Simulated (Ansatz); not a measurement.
# BeB2Mo2, from a guessed structure to a relaxed one

This structure for BeB2Mo2 is made up. Its elements were placed in a known structure type with a cell scaled to their sizes. What cell does the guess relax to, and how far off was it?

Method: DFT, PBEsol, plane-wave PAW, files of the set soft_1, scalar-relativistic, no spin, cell and ions relaxed at zero pressure; PAW set soft_1, in the first sound run; inputs show where later runs differ, in Ansatz 0.2.0.

## 1. The starting structure

It takes space group Immm (No. 71, orthorhombic). Conventional cell: a = 3.175 Å, b = 4.481 Å, c = 7.090 Å, α = 90.00°, β = 90.00°, γ = 90.00°. Nearest to Mo lie 6 B at 2.32 to 2.51 Å. Nearest to B lie 1 B at 1.87 Å and 2 Be at 2.06 Å and 6 Mo at 2.32 to 2.51 Å. Be has 4 B at 2.06 Å nearest. Farther neighbours are not listed.

## 2. Relaxation of the guess

The guess takes its coordinates from another compound and its volume from a rule, so the cell and any free coordinates are relaxed together.

Contents of input.yaml:

```yaml
crystal:
  lattice:
    - [-1.5875, 2.2405, 3.545]
    - [1.5875, -2.2405, 3.545]
    - [1.5875, 2.2405, -3.545]
  atoms:
    - { symbol: Mo, position: [0.3015, 0.8015, 0.5] }
    - { symbol: Mo, position: [0.6985, 0.1985, 0.5] }
    - { symbol: B, position: [0.2915, 0.5, 0.7915] }
    - { symbol: B, position: [0.7085, 0.5, 0.2085] }
    - { symbol: Be, position: [0.0, 0.0, 0.0] }
kpoints:
  mp_grid: { grid: [10, 10, 10] }
scf:
  occupations: { method: fermi_dirac, width: 0.05 }
hamiltonian:
  xc: pbesol
  pseudopotentials: { kind: paw, azcp: { folder: soft_1 }, xc_functional: pbe }
relax:
  f_tol: 0.015
  max_steps: 70
  cell: {}
output:
  forces: true
  stress: true
```

Run with:

```
$ ansatz run input.yaml --threads 4 --pin off --max-ram 8192MiB --backend cpu --events-out ev --progress --plain --runs-dir out
```

Numbers of over 12 decimals in the logs are rounded to 6 here.

The program printed:

```text
Engine: ansatz 0.2.0, x86_64-unknown-linux-gnu
Pseudopotentials: kind: paw
Pseudopotential: Mo, paw, valence charge 14, recommended cutoff 420 eV (normal), soft_1/Mo.paw.azcp
Pseudopotential: B, paw, valence charge 3, recommended cutoff 420 eV (normal), soft_1/B.paw.azcp
Pseudopotential: Be, paw, valence charge 2, recommended cutoff 420 eV (normal), soft_1/Be.paw.azcp
Functional definition: PBEsol
  exchange = pbesol_x
  correlation = pbesol_c
Crystal: 5 atoms, lattice volume = 50.435 Å³
Basis set: ecut = 420 eV, 981 PW (Γ), exchange–correlation on 60×60×60 points (8 copies of the dense FFT grid, shifted against one another)
Bands: 23, of which v1, the nominal top of the filled ones, is band 18 counted from 1 (17 counted from 0)
Symmetry: 8 space group operations
Space group: Immm (ITA 71), of the structure as read, at distance tolerance 3.7e-5 Å
k-points: 171 of 1000
Non-local potential: Mo, projectors of the file, l = 0: 3, l = 1: 2, l = 2: 2, l = 3: 1
Non-local potential: B, projectors of the file, l = 0: 2, l = 1: 2, l = 2: 1
Non-local potential: Be, projectors of the file, l = 0: 2, l = 1: 2, l = 2: 1
PAW form: soft (Blöchl's): semilocal exchange-correlation on the pseudo side does not see the compensation charge
PAW frozen core: Mo, regenerated for the run's functional, and the local potential with it (the file was generated under x = pbe(κ = 0.804, μ = 0.219515), c = pbe(β = 0.066725))
PAW frozen core: B, regenerated for the run's functional, and the local potential with it (the file was generated under x = pbe(κ = 0.804, μ = 0.219515), c = pbe(β = 0.066725))
PAW frozen core: Be, regenerated for the run's functional, and the local potential with it (the file was generated under x = pbe(κ = 0.804, μ = 0.219515), c = pbe(β = 0.066725))
PAW one-centre angular grid: Mo, 590 points (default); XC on 64 Gauss nodes
PAW one-centre angular grid: B, 110 points (default); XC on 64 Gauss nodes
PAW one-centre angular grid: Be, 110 points (default); XC on 64 Gauss nodes
Initial density: superposition of atomic densities (chi_scale 0.1, normalization cell, long waves kept (reshape's long-wave potential 0.00 eV rms))
Initial wavefunctions: pseudopotential atomic-orbital guess
Functional: x = pbesol(κ = 0.804, μ = 0.123457), c = pbesol(β = 0.046)
SCF iter   1: F=—  HF=-10198.404105 eV  |F-HF|=—  |Δ(HF+E_count)|=         —  Δρ=1.56e-1  dr2=2.31e1  ethr=3.10e-3  ⟨swp⟩=6.0  Hψ=19046  notcnv=0
preconditioner: auto → Kerker (q_TF=auto, 2.579 Å⁻¹)  [metal: Δε(μ)=0.015 eV  Ē_g=7.824 eV  σ=0.050 eV  W_gap=0.08  n_scr=14 (ndim 8)  ℏωp=23.4 eV  f_vac=0.000  D(μ)=2.31/eV (n_scr^D=16)]
SCF iter   2: F=—  HF=-10193.989617 eV  |F-HF|=—  |Δ(HF+E_count)|=    4.41e0  Δρ=7.46e-2  dr2=5.15e0  ethr=3.10e-3  ⟨swp⟩=2.8  Hψ=9171  notcnv=0  defer=27
SCF iter   3: F=—  HF=-10192.819035 eV  |F-HF|=—  |Δ(HF+E_count)|=    1.17e0  Δρ=1.20e-2  dr2=4.28e-2  ethr=3.10e-3  ⟨swp⟩=3.6  Hψ=8746  notcnv=0  defer=19
SCF iter   4: F=—  HF=-10192.817323 eV  |F-HF|=—  |Δ(HF+E_count)|=   1.71e-3  Δρ=3.48e-3  dr2=1.00e-2  ethr=1.19e-4  ⟨swp⟩=2.1  Hψ=8381  notcnv=0  defer=12
SCF iter   5: F=—  HF=-10192.815076 eV  |F-HF|=—  |Δ(HF+E_count)|=   2.25e-3  Δρ=5.98e-4  dr2=2.34e-4  ethr=2.79e-5  ⟨swp⟩=2.0  Hψ=5202  notcnv=0  defer=12
SCF iter   6: F=—  HF=-10192.815018 eV  |F-HF|=—  |Δ(HF+E_count)|=   5.80e-5  Δρ=8.15e-5  dr2=4.94e-6  ethr=6.49e-7  ⟨swp⟩=2.0  Hψ=5346  notcnv=0  defer=12
SCF iter   7: F=—  HF=-10192.815017 eV  |F-HF|=—  |Δ(HF+E_count)|=   6.80e-7  Δρ=1.51e-5  dr2=1.27e-7  ethr=1.37e-8  ⟨swp⟩=2.0  Hψ=5686  notcnv=0  defer=12
SCF iter   8: F=-10192.815017 eV  HF=-10192.815017 eV  |F-HF|=4.89e-9  |Δ(HF+E_count)|=   6.28e-8  Δρ=3.12e-6  dr2=6.26e-9  ethr=2.78e-10  ⟨swp⟩=4.0  Hψ=12273  notcnv=0
SCF 1 converged in 8 iterations: F = -10192.815017 eV  dr2 = 6.26e-9
  greatest PAW one-centre occupation: 0.999 electrons in one spin orbital (limit 2), on the Mo atom at site 1 (counted from 0), in its partial waves of l = 0
relax step   1: F+E_penalty+E_count = -10192.81501677 eV  Δ(F+E_penalty+E_count) = +0.000e0 eV  max|allowed force component| = 4.745e-1 eV/Å  Δτ_max = 0.0000 Å  P = -10.746 GPa  Ω = 50.435 Å³  (8 SCF iters, dr2 threshold 1.00e-7 eV, accepted)
Crystal: 5 atoms, lattice volume = 47.250 Å³
Basis set: ecut = 420 eV, 945 PW (Γ), exchange–correlation on 60×60×60 points (8 copies of the dense FFT grid, shifted against one another)
Initial density: handed on by an earlier stage of this run
Initial wavefunctions: those handed on with the density
iter 1 solved again at ethr=6.24e-4 eV; its pass at ethr=3.10e-3 eV (dr2=2.25e-1 eV) is discarded
SCF iter   1: F=—  HF=-10192.991904 eV  |F-HF|=—  |Δ(HF+E_count)|=         —  Δρ=1.65e-2  dr2=2.27e-1  ethr=6.24e-4  ⟨swp⟩=1.0  Hψ=22583  notcnv=0
preconditioner: auto → Kerker (q_TF=auto, 2.607 Å⁻¹)  [metal: Δε(μ)=0.016 eV  Ē_g=7.112 eV  σ=0.050 eV  W_gap=0.08  n_scr=14 (ndim 8)  ℏωp=24.2 eV  f_vac=0.000  D(μ)=2.31/eV (n_scr^D=16)]
SCF iter   2: F=—  HF=-10192.954486 eV  |F-HF|=—  |Δ(HF+E_count)|=   3.74e-2  Δρ=8.77e-3  dr2=6.19e-2  ethr=6.24e-4  ⟨swp⟩=2.0  Hψ=4431  notcnv=0
SCF iter   3: F=—  HF=-10192.939588 eV  |F-HF|=—  |Δ(HF+E_count)|=   1.49e-2  Δρ=1.08e-3  dr2=6.10e-4  ethr=1.72e-4  ⟨swp⟩=2.0  Hψ=6259  notcnv=0
SCF iter   4: F=—  HF=-10192.939390 eV  |F-HF|=—  |Δ(HF+E_count)|=   1.99e-4  Δρ=1.92e-4  dr2=1.33e-5  ethr=1.70e-6  ⟨swp⟩=2.1  Hψ=5832  notcnv=0
SCF iter   5: F=—  HF=-10192.939389 eV  |F-HF|=—  |Δ(HF+E_count)|=   3.31e-7  Δρ=2.68e-5  dr2=3.87e-7  ethr=3.70e-8  ⟨swp⟩=2.0  Hψ=5546  notcnv=0
SCF iter   6: F=-10192.939389 eV  HF=-10192.939389 eV  |F-HF|=5.52e-9  |Δ(HF+E_count)|=   5.66e-8  Δρ=5.86e-6  dr2=1.34e-8  ethr=1.07e-9  ⟨swp⟩=2.0  Hψ=13320  notcnv=0
SCF 2 converged in 6 iterations: F = -10192.939389 eV  dr2 = 1.34e-8
relax step   2: F+E_penalty+E_count = -10192.93938912 eV  Δ(F+E_penalty+E_count) = -1.244e-1 eV  max|allowed force component| = 9.021e-2 eV/Å  Δτ_max = 0.0520 Å  P = +6.975 GPa  Ω = 47.250 Å³  energy of the carried Pulay correction = +1.293e-3 eV  (6 SCF iters, dr2 threshold 5.00e-7 eV, accepted)
Crystal: 5 atoms, lattice volume = 48.313 Å³
Basis set: ecut = 420 eV, 961 PW (Γ), exchange–correlation on 60×60×60 points (8 copies of the dense FFT grid, shifted against one another)
iter 1 solved again at ethr=6.73e-5 eV; its pass at ethr=3.10e-3 eV (dr2=2.42e-2 eV) is discarded
SCF iter   1: F=—  HF=-10192.966868 eV  |F-HF|=—  |Δ(HF+E_count)|=         —  Δρ=5.07e-3  dr2=2.48e-2  ethr=6.73e-5  ⟨swp⟩=1.0  Hψ=20843  notcnv=0
preconditioner: auto → Kerker (q_TF=auto, 2.598 Å⁻¹)  [metal: Δε(μ)=0.005 eV  Ē_g=6.873 eV  σ=0.050 eV  W_gap=0.02  n_scr=14 (ndim 8)  ℏωp=23.9 eV  f_vac=0.000  D(μ)=2.46/eV (n_scr^D=16)]
SCF iter   2: F=—  HF=-10192.962838 eV  |F-HF|=—  |Δ(HF+E_count)|=   4.03e-3  Δρ=2.64e-3  dr2=6.72e-3  ethr=6.73e-5  ⟨swp⟩=1.0  Hψ=3941  notcnv=0
SCF iter   3: F=—  HF=-10192.961230 eV  |F-HF|=—  |Δ(HF+E_count)|=   1.61e-3  Δρ=3.21e-4  dr2=6.92e-5  ethr=1.87e-5  ⟨swp⟩=2.0  Hψ=5442  notcnv=0
SCF iter   4: F=—  HF=-10192.961208 eV  |F-HF|=—  |Δ(HF+E_count)|=   2.20e-5  Δρ=6.29e-5  dr2=1.62e-6  ethr=1.92e-7  ⟨swp⟩=2.0  Hψ=5660  notcnv=0
iter 5 did not close the SCF: its close was put off for the readings that it lacked (scf_convergence_deferred on its scf_iter line)
SCF iter   5: F=-10192.961208 eV  HF=-10192.961208 eV  |F-HF|=3.94e-8  |Δ(HF+E_count)|=   3.47e-7  Δρ=9.40e-6  dr2=5.93e-8  ethr=4.51e-9  ⟨swp⟩=2.0  Hψ=5664  notcnv=0
SCF iter   6: F=-10192.961208 eV  HF=-10192.961208 eV  |F-HF|=9.42e-10  |Δ(HF+E_count)|=   9.54e-9  Δρ=1.94e-6  dr2=1.82e-9  ethr=1.65e-10  ⟨swp⟩=2.0  Hψ=11773  notcnv=0
SCF 3 converged in 6 iterations: F = -10192.961208 eV  dr2 = 1.82e-9
relax step   3: F+E_penalty+E_count = -10192.96120755 eV  Δ(F+E_penalty+E_count) = -2.182e-2 eV  max|allowed force component| = 4.740e-2 eV/Å  Δτ_max = 0.0028 Å  P = +0.107 GPa  Ω = 48.313 Å³  energy of the carried Pulay correction = +8.521e-4 eV  (6 SCF iters, dr2 threshold 5.00e-7 eV, accepted)
Crystal: 5 atoms, lattice volume = 48.339 Å³
iter 1 solved again at ethr=6.40e-7 eV; its pass at ethr=3.10e-3 eV (dr2=2.30e-4 eV) is discarded
SCF iter   1: F=—  HF=-10192.962650 eV  |F-HF|=—  |Δ(HF+E_count)|=         —  Δρ=8.59e-4  dr2=2.77e-4  ethr=6.40e-7  ⟨swp⟩=2.2  Hψ=20878  notcnv=0
preconditioner: auto → Kerker (q_TF=auto, 2.598 Å⁻¹)  [metal: Δε(μ)=0.007 eV  Ē_g=6.892 eV  σ=0.050 eV  W_gap=0.03  n_scr=14 (ndim 8)  ℏωp=23.9 eV  f_vac=0.000  D(μ)=2.37/eV (n_scr^D=16)]
SCF iter   2: F=—  HF=-10192.962597 eV  |F-HF|=—  |Δ(HF+E_count)|=   5.29e-5  Δρ=4.92e-4  dr2=9.10e-5  ethr=6.40e-7  ⟨swp⟩=1.0  Hψ=3933  notcnv=0
SCF iter   3: F=—  HF=-10192.962568 eV  |F-HF|=—  |Δ(HF+E_count)|=   2.85e-5  Δρ=5.26e-5  dr2=1.60e-6  ethr=2.53e-7  ⟨swp⟩=2.2  Hψ=5283  notcnv=0
iter 4 did not close the SCF: its close was put off for the readings that it lacked (scf_convergence_deferred on its scf_iter line)
SCF iter   4: F=-10192.962568 eV  HF=-10192.962568 eV  |F-HF|=1.62e-8  |Δ(HF+E_count)|=   6.48e-7  Δρ=1.29e-5  dr2=4.71e-8  ethr=4.43e-9  ⟨swp⟩=2.0  Hψ=5230  notcnv=0
iter 5 did not close the SCF: its close was put off for the readings that it lacked (scf_convergence_deferred on its scf_iter line)
SCF iter   5: F=-10192.962568 eV  HF=-10192.962568 eV  |F-HF|=8.31e-10  |Δ(HF+E_count)|=   1.13e-8  Δρ=1.96e-6  dr2=1.54e-9  ethr=1.31e-10  ⟨swp⟩=2.2  Hψ=5732  notcnv=0
SCF iter   6: F=-10192.962568 eV  HF=-10192.962568 eV  |F-HF|=2.00e-11  |Δ(HF+E_count)|=  4.46e-10  Δρ=3.22e-7  dr2=4.87e-11  ethr=4.28e-12  ⟨swp⟩=1.0  Hψ=10723  notcnv=0
SCF 4 converged in 6 iterations: F = -10192.962568 eV  dr2 = 4.87e-11
relax step   4: F+E_penalty+E_count = -10192.96256767 eV  Δ(F+E_penalty+E_count) = -1.360e-3 eV  max|allowed force component| = 6.397e-3 eV/Å  Δτ_max = 0.0048 Å  P = -0.064 GPa  Ω = 48.339 Å³  energy of the carried Pulay correction = +8.416e-4 eV  (6 SCF iters, dr2 threshold 5.00e-7 eV, accepted)
Crystal: 5 atoms, lattice volume = 48.331 Å³
iter 1 solved again at ethr=4.54e-8 eV; its pass at ethr=3.10e-3 eV (dr2=1.64e-5 eV) is discarded
SCF iter   1: F=—  HF=-10192.962644 eV  |F-HF|=—  |Δ(HF+E_count)|=         —  Δρ=2.01e-4  dr2=1.82e-5  ethr=4.54e-8  ⟨swp⟩=2.4  Hψ=20285  notcnv=0
preconditioner: auto → Kerker (q_TF=auto, 2.598 Å⁻¹)  [metal: Δε(μ)=0.005 eV  Ē_g=6.892 eV  σ=0.050 eV  W_gap=0.02  n_scr=14 (ndim 8)  ℏωp=23.9 eV  f_vac=0.000  D(μ)=2.35/eV (n_scr^D=16)]
SCF iter   2: F=—  HF=-10192.962641 eV  |F-HF|=—  |Δ(HF+E_count)|=   3.64e-6  Δρ=1.17e-4  dr2=5.63e-6  ethr=4.54e-8  ⟨swp⟩=1.0  Hψ=3935  notcnv=0
iter 3 did not close the SCF: its close was put off for the readings that it lacked (scf_convergence_deferred on its scf_iter line)
SCF iter   3: F=-10192.962639 eV  HF=-10192.962639 eV  |F-HF|=7.55e-8  |Δ(HF+E_count)|=   1.53e-6  Δρ=1.41e-5  dr2=1.20e-7  ethr=1.56e-8  ⟨swp⟩=2.5  Hψ=5418  notcnv=0
iter 4 did not close the SCF: its close was put off for the readings that it lacked (scf_convergence_deferred on its scf_iter line)
SCF iter   4: F=-10192.962639 eV  HF=-10192.962639 eV  |F-HF|=1.76e-9  |Δ(HF+E_count)|=   3.88e-8  Δρ=3.40e-6  dr2=4.05e-9  ethr=3.34e-10  ⟨swp⟩=2.0  Hψ=5202  notcnv=0
iter 5 did not close the SCF: its close was put off for the readings that it lacked (scf_convergence_deferred on its scf_iter line)
SCF iter   5: F=-10192.962639 eV  HF=-10192.962639 eV  |F-HF|=4.91e-11  |Δ(HF+E_count)|=  8.69e-10  Δρ=5.06e-7  dr2=9.67e-11  ethr=1.13e-11  ⟨swp⟩=2.0  Hψ=5648  notcnv=0
SCF iter   6: F=-10192.962639 eV  HF=-10192.962639 eV  |F-HF|=5.46e-12  |Δ(HF+E_count)|=  2.36e-11  Δρ=7.76e-8  dr2=4.07e-12  ethr=1.00e-12  ⟨swp⟩=1.0  Hψ=8550  notcnv=0
SCF 5 converged in 6 iterations: F = -10192.962639 eV  dr2 = 4.07e-12
relax step   5: F+E_penalty+E_count = -10192.96263917 eV  Δ(F+E_penalty+E_count) = -7.150e-5 eV  max|allowed force component| = 5.216e-3 eV/Å  Δτ_max = 0.0010 Å  P = -0.006 GPa  Ω = 48.331 Å³  energy of the carried Pulay correction = +8.447e-4 eV  (6 SCF iters, dr2 threshold 2.07e-7 eV, accepted)
Initial wavefunctions: pseudopotential atomic-orbital guess (no wavefunctions were taken with the density)
iter 1 solved again at ethr=7.04e-8 eV; its pass at ethr=3.10e-3 eV (dr2=2.53e-5 eV) is discarded
SCF iter   1: F=—  HF=-10192.962025 eV  |F-HF|=—  |Δ(HF+E_count)|=         —  Δρ=8.16e-5  dr2=3.44e-7  ethr=7.04e-8  ⟨swp⟩=3.0  Hψ=27996  notcnv=0
preconditioner: auto → Kerker (q_TF=auto, 2.598 Å⁻¹)  [metal: Δε(μ)=0.004 eV  Ē_g=6.892 eV  σ=0.050 eV  W_gap=0.02  n_scr=14 (ndim 8)  ℏωp=23.9 eV  f_vac=0.000  D(μ)=2.35/eV (n_scr^D=16)]
SCF iter   2: F=—  HF=-10192.962024 eV  |F-HF|=—  |Δ(HF+E_count)|=   5.57e-7  Δρ=4.28e-5  dr2=9.14e-8  ethr=9.56e-10  ⟨swp⟩=1.7  Hψ=4871  notcnv=0
SCF iter   3: F=—  HF=-10192.962024 eV  |F-HF|=—  |Δ(HF+E_count)|=   1.14e-7  Δρ=1.70e-6  dr2=3.25e-10  ethr=2.54e-10  ⟨swp⟩=3.0  Hψ=6951  notcnv=0
iter 4 did not close the SCF: its close was put off for the readings that it lacked (scf_convergence_deferred on its scf_iter line)
SCF iter   4: F=-10192.962024 eV  HF=-10192.962024 eV  |F-HF|=5.46e-12  |Δ(HF+E_count)|=  1.95e-10  Δρ=2.28e-7  dr2=9.67e-12  ethr=1.00e-12  ⟨swp⟩=1.9  Hψ=5614  notcnv=0
iter 5 did not close the SCF: its close was put off for the readings that it lacked (scf_convergence_deferred on its scf_iter line)
SCF iter   5: F=-10192.962024 eV  HF=-10192.962024 eV  |F-HF|=3.64e-12  |Δ(HF+E_count)|=    0.00e0  Δρ=2.33e-8  dr2=2.56e-13  ethr=1.00e-12  ⟨swp⟩=1.0  Hψ=3933  notcnv=0
iter 6 did not close the SCF: its close was put off for the readings that it lacked (scf_convergence_deferred on its scf_iter line)
SCF iter   6: F=-10192.962024 eV  HF=-10192.962024 eV  |F-HF|=3.64e-12  |Δ(HF+E_count)|=  3.64e-12  Δρ=4.39e-9  dr2=6.86e-15  ethr=1.00e-12  ⟨swp⟩=1.0  Hψ=3933  notcnv=0
iter 7 did not close the SCF: its close was put off for the readings that it lacked (scf_convergence_deferred on its scf_iter line)
SCF iter   7: F=-10192.962024 eV  HF=-10192.962024 eV  |F-HF|=1.82e-12  |Δ(HF+E_count)|=  1.82e-12  Δρ=1.01e-9  dr2=4.18e-16  ethr=1.00e-12  ⟨swp⟩=1.0  Hψ=3933  notcnv=0
SCF iter   8: F=-10192.962024 eV  HF=-10192.962024 eV  |F-HF|=1.82e-12  |Δ(HF+E_count)|=  1.82e-12  Δρ=1.81e-10  dr2=2.24e-17  ethr=1.00e-12  ⟨swp⟩=1.0  Hψ=8550  notcnv=0
SCF 6 converged in 8 iterations: F = -10192.962024 eV  dr2 = 2.24e-17
relax step   6: F+E_penalty+E_count = -10192.96202415 eV  Δ(F+E_penalty+E_count) = +6.150e-4 eV  max|allowed force component| = 5.423e-3 eV/Å  Δτ_max = 0.0000 Å  P = -0.023 GPa  Ω = 48.331 Å³  stress off target by 4.41e-2 GPa  SCF on the basis re-selected at this cell (its energy is not comparable with the rows above)  (8 SCF iters)
basis re-selected at this cell: Δ(F+E_penalty+E_count) = +6.150e-4 eV, ΔP = -0.016 GPa vs the last step (what re-selecting the basis moved, of the pressure what is left beyond the Pulay correction that the steps carried, after the strain that the cell walked since its last selection, with what the two solves' SCF thresholds leave and, on support functions, any second-order correction that the steps lacked; it is no m [...]
SCF converged after 8 iterations
Free energy (F): -10192.962024 eV
Harris-Foulkes:  -10192.962024 eV  (|F-HF|=1.82e-12)
Internal energy: -10192.942851 eV  (E = F + TS)
E sigma→0 (E₀):  -10192.952438 eV
Entropy (-TS):   -0.019173 eV (-3.835 meV/atom)
Fermi energy:    18.231494 eV
--- Per-component energies (eV) ---
  E_band       = -105.057491
  E_kinetic    = 968.658815
  E_local      = -1869.426518  (includes V_loc(G=0)·N_el)
  E_nonlocal   = 318.826290
  E_hartree    = 672.691782
  E_xc         = -439.164482
  E_vxc        = -540.529933  (∫ρ·V_xc dr)
  E_paw        = -6515.116739  (= ΣΔE_a)
  E_vpaw       = -327.969809  (= ΣTr[D̂ρ^β])
  E_aug_tail   = 0.000099  (compensation charges beyond the density's cutoff)
  E_ewald      = -3329.869651
  E_core_change = 0.457553  (= ΣΔE_core)
  E_smearing   = -0.019173  (= −TS)
  E_closure    = 0.000000  (closes the sum)
  Σ components = -10192.962024   (vs F -10192.962024, Δ=0.00e0)
--- Forces (eV/Å), atoms counted from 1 ---
  atom   1  Mo     0.00000000     0.00000000    -0.00542270
  atom   2  Mo     0.00000000     0.00000000     0.00542270
  atom   3  B      0.00000000     0.00115389     0.00000000
  atom   4  B      0.00000000    -0.00115389     0.00000000
  atom   5  Be     0.00000000     0.00000000     0.00000000
  max |Σ_I F_I| component: 2.17e-19 eV/Å
--- Stress (GPa, compression-positive) ---
       -0.044137       0.000000       0.000000
        0.000000      -0.007878       0.000000
        0.000000       0.000000      -0.016109
  P = ⅓ Tr σ = -0.0227 GPa (-0.227 kbar)
--- Relaxed structure (5 steps of the walk, 5 accepted, 1 SCFs on fresh bases) ---
  F+E_penalty+E_count = -10192.96202415 eV   max|allowed force component| = 5.423e-3 eV/Å   (the final SCF, on the basis selected at the relaxed cell)
  cell:  # Å, volume = 48.3314 Å³
    - [-1.572987, 2.263312, 3.393907]
    - [1.572987, -2.263312, 3.393907]
    - [1.572987, 2.263312, -3.393907]
  atoms:
    - { symbol: Mo, position: [0.293623, 0.793623, 0.500000] }
    - { symbol: Mo, position: [0.706377, 0.206377, 0.5] }
    - { symbol: B, position: [0.292532, 0.500000, 0.792532] }
    - { symbol: B, position: [0.707468, 0.500000, 0.207468] }
    - { symbol: Be, position: [0, 0.0, 0] }
```

Wall time 13 s (4 threads of Intel Xeon Platinum 8375C at 2.90GHz (Ice Lake), shared host); peak memory 0.56 GiB; 46 s of CPU time.

Step by step:

```csv
step,energy less that of the first step (eV),largest force component (eV/Å),pressure (GPa),volume (Å³)
1,0.0000,0.4745,-10.75,50.44
2,-0.1244,0.0902,6.97,47.25
3,-0.1462,0.0474,0.11,48.31
4,-0.1476,0.0064,-0.06,48.34
5,-0.1476,0.0052,-0.01,48.33
6*,-0.1470,0.0054,-0.02,48.33
```

Relaxation steps marked * repeat the geometry before them on a plane-wave basis chosen anew for their cell, so energy and pressure can jump there.

Forces are held to the 8 operations that the run works with; a distortion that breaks them can't arise in this run.

```csv
"conventional cell, symmetrised",before,after,change
a (Å),3.175,3.146,-0.9 %
b (Å),4.481,4.527,+1.0 %
c (Å),7.090,6.788,-4.3 %
volume (Å³/atom),10.09,9.67,-4.2 %
```

The atoms that moved most (Å, as changes of fractional coordinates times the final cell):

```csv
atom,dx,dy,dz,length
Mo1,0.000,0.000,-0.053,0.053
Mo2,0.000,0.000,0.053,0.053
```

Numbers from this step:

```yaml
free_energy: -10192.9620 eV
energy_at_zero_smearing: -10192.9524 eV
smearing_term_ts: 0.01917 eV
fermi_energy: 18.23 eV
electrons: 36
symmetry_operations: 8
pressure: -0.02271 GPa
```

Shortest distances by pair of elements, guess and relaxed (not always the same contact):

```csv
pair,guess (Å),relaxed (Å)
B–B,1.869,1.878
B–Be,2.056,2.056
B–Mo,2.318,2.306
Be–Mo,2.646,2.539
Mo–Mo,2.815,2.802
```

The relaxation ends with a largest force component of 0.0054 eV/Å and a pressure of -0.02 GPa.

[end of part 1 of 2]

[Logs are printed without paths, hosts, clocks, repeated set-up lines and the standing remarks that a program may print on its own settings, such as how far it seeks lower states.]

[Hosts, paths, dates, database ids (printed as entryN), source tags and the programs' standing remarks are cut or masked in the printed files.]
